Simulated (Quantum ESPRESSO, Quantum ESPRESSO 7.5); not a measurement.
# Work function and surface energy of Pb(110) against thickness

How thick must a slab of Pb(110) be?

Calculated with Quantum ESPRESSO 7.5; plane-wave DFT, PBE, GBRV ultrasoft pseudopotentials.

## (1) Starting point

The cell holds 8 atoms: 8 Pb. Cell: a = 4.950 Å, b = 3.500 Å, c = 27.251 Å, α = 90.0°, β = 90.0°, γ = 90.0°. It derives from Pb. Vacuum lies along c.

Structure file:

```
CELL_PARAMETERS angstrom
4.95000 0.00000 0.00000
0.00000 3.50018 0.00000
0.00000 0.00000 27.25062
ATOMIC_POSITIONS crystal
Pb 0.50000 0.50000 0.27522
Pb 0.00000 0.00000 0.33945
Pb 0.50000 0.50000 0.40367
Pb 0.00000 0.00000 0.46789
Pb 0.50000 0.50000 0.53211
Pb 0.00000 0.00000 0.59633
Pb 0.50000 0.50000 0.66055
Pb 0.00000 0.00000 0.72478
```

## (2) The script

ASE writes the inputs, starts pw.x and reads the results. Under ESM bc1 the zero of energy of a symmetric slab is the vacuum, so the work function is minus the Fermi level.

Contents of run.py:

```python
import json
import numpy as np
from ase.build import fcc110
from ase.calculators.espresso import Espresso, EspressoProfile

profile = EspressoProfile(command='mpirun -n 4 pw.x -nk 4', pseudo_dir='../pseudo')
pseudopotentials = {'Pb': 'pb_pbe_v1.uspp.F.UPF'}
system = {'ecutwfc': 40, 'ecutrho': 200, 'occupations': 'smearing', 'smearing': 'mv', 'degauss': 0.02}


def calculator(name, kpts, **extra):
    data = dict(control=dict(tprnfor=True, verbosity='high', disk_io='none'),
                system=system | extra,
                electrons=dict(conv_thr=1e-07, mixing_beta=0.4, mixing_mode='local-TF',
                               electron_maxstep=100))
    return Espresso(profile=profile, directory=name, pseudopotentials=pseudopotentials, kpts=kpts, input_data=data)


def centre(atoms):
    z = atoms.positions[:, 2]
    atoms.positions[:, 2] -= (z.max() + z.min()) / 2  # ESM wants the slab about z = 0
    return atoms


rows = []
for n in [3, 4, 5, 6, 7, 8]:
    slab = centre(fcc110('Pb', size=(1, 1, n), a=4.95, vacuum=7.5, periodic=True))
    slab.set_initial_magnetic_moments([0.0] * n)
    slab.calc = calculator(f'n{n}', (6, 8, 1), assume_isolated='esm', esm_bc='bc1')
    energy = slab.get_potential_energy()
    work = -slab.calc.get_fermi_level()
    force = slab.get_forces()[-1, 2]
    rows.append([n, energy, work, force])
    print(f'{n} layers: E = {energy:.5f} eV, work function {work:.3f} eV, force on the top atom {force:+.3f} eV/A')

n, energy = np.array(rows)[:, :2].T
slope, offset = np.polyfit(n[1:], energy[1:], 1)
area = np.linalg.norm(np.cross(*slab.cell[:2]))
gamma = offset / (2 * area) * 16.0218
print(f'bulk energy from the slope {slope:.5f} eV an atom; unrelaxed surface energy {gamma:.3f} J/m^2')
json.dump(dict(rows=rows, slope=slope, gamma=gamma), open('result.json', 'w'))
```

Started as:

```bash
$ OMP_NUM_THREADS=1 python run.py
```

Standard output:

```text
3 layers: E = -6699.63799 eV, work function 3.615 eV, force on the top atom -0.545 eV/A
4 layers: E = -8933.08615 eV, work function 3.478 eV, force on the top atom -0.456 eV/A
5 layers: E = -11166.59544 eV, work function 3.629 eV, force on the top atom -0.238 eV/A
6 layers: E = -13400.00903 eV, work function 3.762 eV, force on the top atom -0.187 eV/A
7 layers: E = -15633.45555 eV, work function 3.677 eV, force on the top atom -0.249 eV/A
8 layers: E = -17866.97594 eV, work function 3.621 eV, force on the top atom -0.288 eV/A
bulk energy from the slope -2233.46397 eV an atom; unrelaxed surface energy 0.351 J/m^2
```

Elapsed: 19 min, on 4 MPI ranks of Arm Neoverse V2, shared host; peak memory 1.6 GiB.

The input that ASE wrote for the first run, and its log:

```
&CONTROL
   verbosity        = 'high'
   tprnfor          = .true.
   disk_io          = 'none'
   pseudo_dir       = '../pseudo'
/
&SYSTEM
   ecutwfc          = 40
   ecutrho          = 200
   occupations      = 'smearing'
   degauss          = 0.02
   smearing         = 'mv'
   assume_isolated  = 'esm'
   esm_bc           = 'bc1'
   ntyp             = 1
   nat              = 3
   ibrav            = 0
/
&ELECTRONS
   electron_maxstep = 100
   conv_thr         = 1e-07
   mixing_mode      = 'local-TF'
   mixing_beta      = 0.4
/
&IONS
/
&CELL
/
&FCP
/
&RISM
/
ATOMIC_SPECIES
Pb 207.2 pb_pbe_v1.uspp.F.UPF

K_POINTS automatic
6 8 1  0 0 0

CELL_PARAMETERS angstrom
4.95000000000000 0.00000000000000 0.00000000000000
0.00000000000000 3.50017856687341 0.00000000000000
0.00000000000000 0.00000000000000 18.50017856687341

ATOMIC_POSITIONS angstrom
Pb 0.0000000000 0.0000000000 -1.7500892834  
Pb 2.4750000000 1.7500892834 0.0000000000  
Pb 0.0000000000 0.0000000000 1.7500892834
```

```text
Program PWSCF v.7.5 starts

     Parallel version (MPI & OpenMP), running on       4 processor cores
     Number of MPI processes:                 4
     Threads/MPI process:                     1

     MPI processes distributed on     1 nodes

Warning: card &CELL ignored
Warning: card &FCP ignored
Warning: card &RISM ignored

     Current dimensions of program PWSCF are:
     Max number of different atomic species (ntypx) = 10
     Max number of k-points (npk) =  40000
     Max angular momentum in pseudopotentials (lmaxx) =  4
     Message from routine setup:
     using ibrav=0 with symmetry is DISCOURAGED, use correct ibrav instead

     K-points division:     npool     =       4
     Subspace diagonalization in iterative solution of the eigenvalue problem:
     a serial algorithm will be used

     G-vector sticks info
     --------------------
     sticks:   dense  smooth     PW     G-vecs:    dense   smooth      PW
     Sum         983     791    235               103275    73871   12059

     Using Slab Decomposition

     bravais-lattice index     =            0
     lattice parameter (alat)  =       9.3541  a.u.
     unit-cell volume          =    2163.0568 (a.u.)^3
     number of atoms/cell      =            3
     number of atomic types    =            1
     number of electrons       =        42.00
     number of Kohn-Sham states=           25
     kinetic-energy cutoff     =      40.0000  Ry
     charge density cutoff     =     200.0000  Ry
     scf convergence threshold =      1.0E-07
     mixing beta               =       0.4000
     number of iterations used =            8  local-TF  mixing
     Exchange-correlation= SLA  PW   PBE  PBE
                           (   1   4   3   4   0   0   0)

     Effective Screening Medium Method
     =================================
     Boundary Conditions: Vacuum-Slab-Vacuum
     total charge in unit cell        =   0.0000
     grid points for fit at edges     =        4

[... 10 lines left out ...]
     PseudoPot. # 1 for Pb read from file:
     ../pseudo/pb_pbe_v1.uspp.F.UPF
     Pseudo is Ultrasoft + core correction, Zval = 14.0
     Generated by new atomic code, or converted to UPF format
     Using radial grid of  899 points,  6 beta functions with:
                l(1) =   0
                l(2) =   0
                l(3) =   1
                l(4) =   1
                l(5) =   2
                l(6) =   2
     Q(r) pseudized with  6 coefficients,  rinner =    1.000   1.000   1.000
                                                       1.000   1.000

     atomic species   valence    mass     pseudopotential
     Pb               14.00   207.20000     Pb( 1.00)

      8 Sym. Ops., with inversion, found

                                    s                        frac. trans.

      isym =  1     identity

 cryst.   s( 1) = (     1          0          0      )
[... 327 lines left out ...]
     c_bands:  1 eigenvalues not converged

     End of self-consistent calculation

          k = 0.0000 0.0000 0.0000 (  9273 PWs)   bands (ev):

   -20.7557 -20.7141 -20.6863 -20.6491 -20.6452 -20.6068 -20.5665 -20.5627
   -20.5584 -20.5337 -20.5151 -20.3748 -20.3516 -20.3422 -20.3042 -14.3404
   -12.2971 -10.4828  -5.6760  -4.6817  -3.5582  -2.9646  -2.2261  -0.6109
    -0.4498

     occupation numbers
     1.0000   1.0000   1.0000   1.0000   1.0000   1.0000   1.0000   1.0000
     1.0000   1.0000   1.0000   1.0000   1.0000   1.0000   1.0000   1.0000
     1.0000   1.0000   1.0000   1.0000   0.2696   0.0000   0.0000   0.0000
     0.0000

[... 190 lines left out ...]

     the Fermi energy is    -3.6153 ev

!    total energy              =    -492.41435270 Ry
     estimated scf accuracy    <       0.00000002 Ry
     smearing contrib. (-TS)   =      -0.00143092 Ry
     internal energy E=F+TS    =    -492.41292178 Ry

     The total energy is F=E-TS. E is the sum of the following terms:
     one-electron contribution =    1050.95786526 Ry
     hartree contribution      =    -516.12982534 Ry
     xc contribution           =    -189.97026015 Ry
     ewald contribution        =    -837.27070155 Ry

     convergence has been achieved in  13 iterations

     negative rho (up, down):  5.011E-02 0.000E+00

     Forces acting on atoms (cartesian axes, Ry/au):

     atom    1 type  1   force =     0.00000000    0.00000000    0.02120118
     atom    2 type  1   force =     0.00000000    0.00000000    0.00000000
     atom    3 type  1   force =     0.00000000    0.00000000   -0.02120118
     The non-local contrib.  to forces
     atom    1 type  1   force =     0.00000000    0.00000000    0.17416856
     atom    2 type  1   force =     0.00000000    0.00000000    0.00000000
     atom    3 type  1   force =     0.00000000    0.00000000   -0.17416856
     The ionic contribution  to forces
     atom    1 type  1   force =    -0.00000000   -0.00000000  -72.35772221
     atom    2 type  1   force =     0.00000000    0.00000000   -0.00000000
     atom    3 type  1   force =    -0.00000000   -0.00000000   72.35772221
     The local contribution  to forces
     atom    1 type  1   force =     0.00000000    0.00000000   72.20069587
     atom    2 type  1   force =     0.00000000    0.00000000    0.00000979
     atom    3 type  1   force =    -0.00000000   -0.00000000  -72.20067629
     The core correction contribution to forces
     atom    1 type  1   force =    -0.00000000    0.00000000    0.00388791
     atom    2 type  1   force =    -0.00000000    0.00000000    0.00000000
     atom    3 type  1   force =    -0.00000000    0.00000000   -0.00388791
     The Hubbard contrib.    to forces
     atom    1 type  1   force =     0.00000000    0.00000000    0.00000000
     atom    2 type  1   force =     0.00000000    0.00000000    0.00000000
     atom    3 type  1   force =     0.00000000    0.00000000    0.00000000
     The SCF correction term to forces
     atom    1 type  1   force =     0.00000001   -0.00000001    0.00018085
     atom    2 type  1   force =    -0.00000001   -0.00000000    0.00000001
     atom    3 type  1   force =    -0.00000000   -0.00000000   -0.00018083

     Total force =     0.029983     Total SCF correction =     0.000256
     Message from routine punch:
     Nothing written, as per user request (disk_io='none')

=------------------------------------------------------------------------------=
   JOB DONE.
=------------------------------------------------------------------------------=
```

This step gave:

| Item | Value |
| --- | --- |
| surface energy | 0.3511 J/m² |
| work function of the thickest slab | 3.621 eV |

The work function by layers:

| layers | work function (eV) |
| --- | --- |
| 3.00 | 3.62 |
| 4.00 | 3.48 |
| 5.00 | 3.63 |
| 6.00 | 3.76 |
| 7.00 | 3.68 |
| 8.00 | 3.62 |

The force on the top atom along the normal by layers:

| layers | force on the top atom along the normal (eV/Å) |
| --- | --- |
| 3.00 | -0.545 |
| 4.00 | -0.456 |
| 5.00 | -0.238 |
| 6.00 | -0.187 |
| 7.00 | -0.249 |
| 8.00 | -0.288 |

The energy less the bulk line's slope by layers:

| layers | energy less the bulk line's slope (meV) |
| --- | --- |
| 3.00 | 754 |
| 4.00 | 770 |
| 5.00 | 724 |
| 6.00 | 775 |
| 7.00 | 792 |
| 8.00 | 736 |

## (3) The script: PBE, SG15 norm-conserving

Level of this step: plane-wave DFT, PBE, SG15 norm-conserving pseudopotentials (Quantum ESPRESSO 7.5).

run.py is the input of step 2 with these lines changed:

```diff
@@ -6,4 +6,4 @@
 profile = EspressoProfile(command='mpirun -n 4 pw.x -nk 4', pseudo_dir='../pseudo')
-pseudopotentials = {'Pb': 'pb_pbe_v1.uspp.F.UPF'}
-system = {'ecutwfc': 40, 'ecutrho': 200, 'occupations': 'smearing', 'smearing': 'mv', 'degauss': 0.02}
+pseudopotentials = {'Pb': 'Pb_ONCV_PBE-1.2.upf'}
+system = {'ecutwfc': 60, 'ecutrho': 240, 'occupations': 'smearing', 'smearing': 'mv', 'degauss': 0.02}
```

Started as:

```bash
$ OMP_NUM_THREADS=1 python run.py
```

Standard output:

```text
3 layers: E = -4607.30687 eV, work function 3.613 eV, force on the top atom -0.516 eV/A
4 layers: E = -6143.31280 eV, work function 3.478 eV, force on the top atom -0.427 eV/A
5 layers: E = -7679.38024 eV, work function 3.630 eV, force on the top atom -0.235 eV/A
6 layers: E = -9215.35144 eV, work function 3.761 eV, force on the top atom -0.160 eV/A
7 layers: E = -10751.35530 eV, work function 3.676 eV, force on the top atom -0.231 eV/A
8 layers: E = -12287.43290 eV, work function 3.622 eV, force on the top atom -0.274 eV/A
bulk energy from the slope -1536.02153 eV an atom; unrelaxed surface energy 0.353 J/m^2
```

It took 44 min on 4 MPI ranks; peak memory 2.1 GiB.

This step gave:

| Quantity | Value |
| --- | --- |
| surface energy | 0.3526 J/m² |
| work function of the thickest slab | 3.622 eV |

Work function against layers:

| layers | work function (eV) |
| --- | --- |
| 3.00 | 3.61 |
| 4.00 | 3.48 |
| 5.00 | 3.63 |
| 6.00 | 3.76 |
| 7.00 | 3.68 |
| 8.00 | 3.62 |

The force on the top atom along the normal by layers:

| layers | force on the top atom along the normal (eV/Å) |
| --- | --- |
| 3.00 | -0.516 |
| 4.00 | -0.427 |
| 5.00 | -0.235 |
| 6.00 | -0.160 |
| 7.00 | -0.231 |
| 8.00 | -0.274 |

The energy less the bulk line's slope by layers:

| layers | energy less the bulk line's slope (meV) |
| --- | --- |
| 3.00 | 758 |
| 4.00 | 773 |
| 5.00 | 727 |
| 6.00 | 778 |
| 7.00 | 795 |
| 8.00 | 739 |

## (4) Running the series, with ecutrho = 20

One more run, with a changed input.

Level of this step: plane-wave DFT, PBE, GBRV ultrasoft pseudopotentials (Quantum ESPRESSO 7.5).

run.py is the input of step 2 with these lines changed:

```diff
@@ -7,3 +7,3 @@
 pseudopotentials = {'Pb': 'pb_pbe_v1.uspp.F.UPF'}
-system = {'ecutwfc': 40, 'ecutrho': 200, 'occupations': 'smearing', 'smearing': 'mv', 'degauss': 0.02}
+system = {'ecutwfc': 40, 'ecutrho': 20, 'occupations': 'smearing', 'smearing': 'mv', 'degauss': 0.02}
 
@@ -14,3 +14,3 @@
                 electrons=dict(conv_thr=1e-07, mixing_beta=0.4, mixing_mode='local-TF',
-                               electron_maxstep=100))
+                               electron_maxstep=60))
     return Espresso(profile=profile, directory=name, pseudopotentials=pseudopotentials, kpts=kpts, input_data=data)
@@ -25,3 +25,3 @@
 rows = []
-for n in [3, 4, 5, 6, 7, 8]:
+for n in [3, 4, 5]:
     slab = centre(fcc110('Pb', size=(1, 1, n), a=4.95, vacuum=7.5, periodic=True))
```

Started as:

```bash
$ OMP_NUM_THREADS=1 python run.py
```

Standard output:

```text
subprocess.CalledProcessError: the calculator's command failed
```

It took 2 s on 4 MPI ranks; peak memory 0.33 GiB; 2.6 s of CPU time.

The input that ASE wrote for the run that failed, and its log:

```
&CONTROL
   verbosity        = 'high'
   tprnfor          = .true.
   disk_io          = 'none'
   pseudo_dir       = '../pseudo'
/
&SYSTEM
   ecutwfc          = 40
   ecutrho          = 20
   occupations      = 'smearing'
   degauss          = 0.02
   smearing         = 'mv'
   assume_isolated  = 'esm'
   esm_bc           = 'bc1'
   ntyp             = 1
   nat              = 3
   ibrav            = 0
/
&ELECTRONS
   electron_maxstep = 60
   conv_thr         = 1e-07
   mixing_mode      = 'local-TF'
   mixing_beta      = 0.4
/
&IONS
/
&CELL
/
&FCP
/
&RISM
/
ATOMIC_SPECIES
Pb 207.2 pb_pbe_v1.uspp.F.UPF

K_POINTS automatic
6 8 1  0 0 0

CELL_PARAMETERS angstrom
4.95000000000000 0.00000000000000 0.00000000000000
0.00000000000000 3.50017856687341 0.00000000000000
0.00000000000000 0.00000000000000 18.50017856687341

ATOMIC_POSITIONS angstrom
Pb 0.0000000000 0.0000000000 -1.7500892834  
Pb 2.4750000000 1.7500892834 0.0000000000  
Pb 0.0000000000 0.0000000000 1.7500892834
```

```text
Program PWSCF v.7.5 starts

     Parallel version (MPI & OpenMP), running on       4 processor cores
     Number of MPI processes:                 4
     Threads/MPI process:                     1

     MPI processes distributed on     1 nodes

Warning: card &CELL ignored
Warning: card &FCP ignored
Warning: card &RISM ignored

     Current dimensions of program PWSCF are:
     Max number of different atomic species (ntypx) = 10
     Max number of k-points (npk) =  40000
     Max angular momentum in pseudopotentials (lmaxx) =  4

 %%%%%%%%%%%%%%%%%%%%%%%%%%%%%%%%%%%%%%%%%%%%%%%%%%%%%%%%%%%%%%%%%%%%%%%%%%%%%%
     Error in routine set_cutoff (1):
     ecutrho <= ecutwfc?!?
 %%%%%%%%%%%%%%%%%%%%%%%%%%%%%%%%%%%%%%%%%%%%%%%%%%%%%%%%%%%%%%%%%%%%%%%%%%%%%%

     stopping ...
```

The program refused the input before any cycle.

The fault put into the input: a density cutoff under four times the waves' (ecutrho = 20).

ecutrho can't lie under ecutwfc; four times for norm-conserving files and more for ultrasoft ones is the rule.

## (5) By hand

γ = (E_N − N e_bulk)/(2A). The excess of the thickest slab is 0.736 eV and A = 17.326 Å²: 0.736/(2 × 17.326) × 16.02 = 0.34 J/m² (1 eV/Å² = 16.02 J/m²); the fit's intercept gives 0.35.

## (6) Summary of results

```
work function of the thickest slab, PBE, GBRV ultrasoft       : 3.62 eV
unrelaxed surface energy, PBE, GBRV ultrasoft                 : 0.35 J/m²
work function of the thickest slab, PBE, SG15 norm-conserving : 3.62 eV
unrelaxed surface energy, PBE, SG15 norm-conserving           : 0.35 J/m²
```

The thickest slab gives a work function of 3.62 eV and the series an unrelaxed surface energy of 0.35 J/m² (PBE, GBRV ultrasoft). The work function swings by 0.28 eV over 3 to 8 layers and by 0.06 eV over the last step; confined states crossing the Fermi level and the finite mesh both contribute. So 8 layers don't yet hold the work function to 0.05 eV on this mesh. The force on the top atom of the thickest slab points inwards (0.29 eV/Å). The slabs are cut from the bulk at the tabulated lattice constant and not relaxed; the surface energy comes from a straight line through the energies of all but the thinnest slab. Spin-orbit coupling is left out; depending on the atoms that carry the band edges, it can split and shift them by up to an eV.

[Long decimals in the printed logs are rounded to 6 places.]

[Repeated lines of the later SCF iterations (solver, time, negative density, dipole) and banner, clock, host and MPI lines are left out of these logs without a mark at each place.]

[Logs are printed without paths, hosts, clocks, repeated set-up lines and the standing remarks that a program may print on its own settings, such as how far it seeks lower states.]

[Hosts, paths, dates, database ids (printed as entryN), source tags and the programs' standing remarks are cut or masked in the printed files.]

[Maps of the electrostatic potential energy from Ansatz leave out the sawtooth potential of an applied field or a dipole correction, so their vacuum need not be flat; planar profiles and work functions include it.]
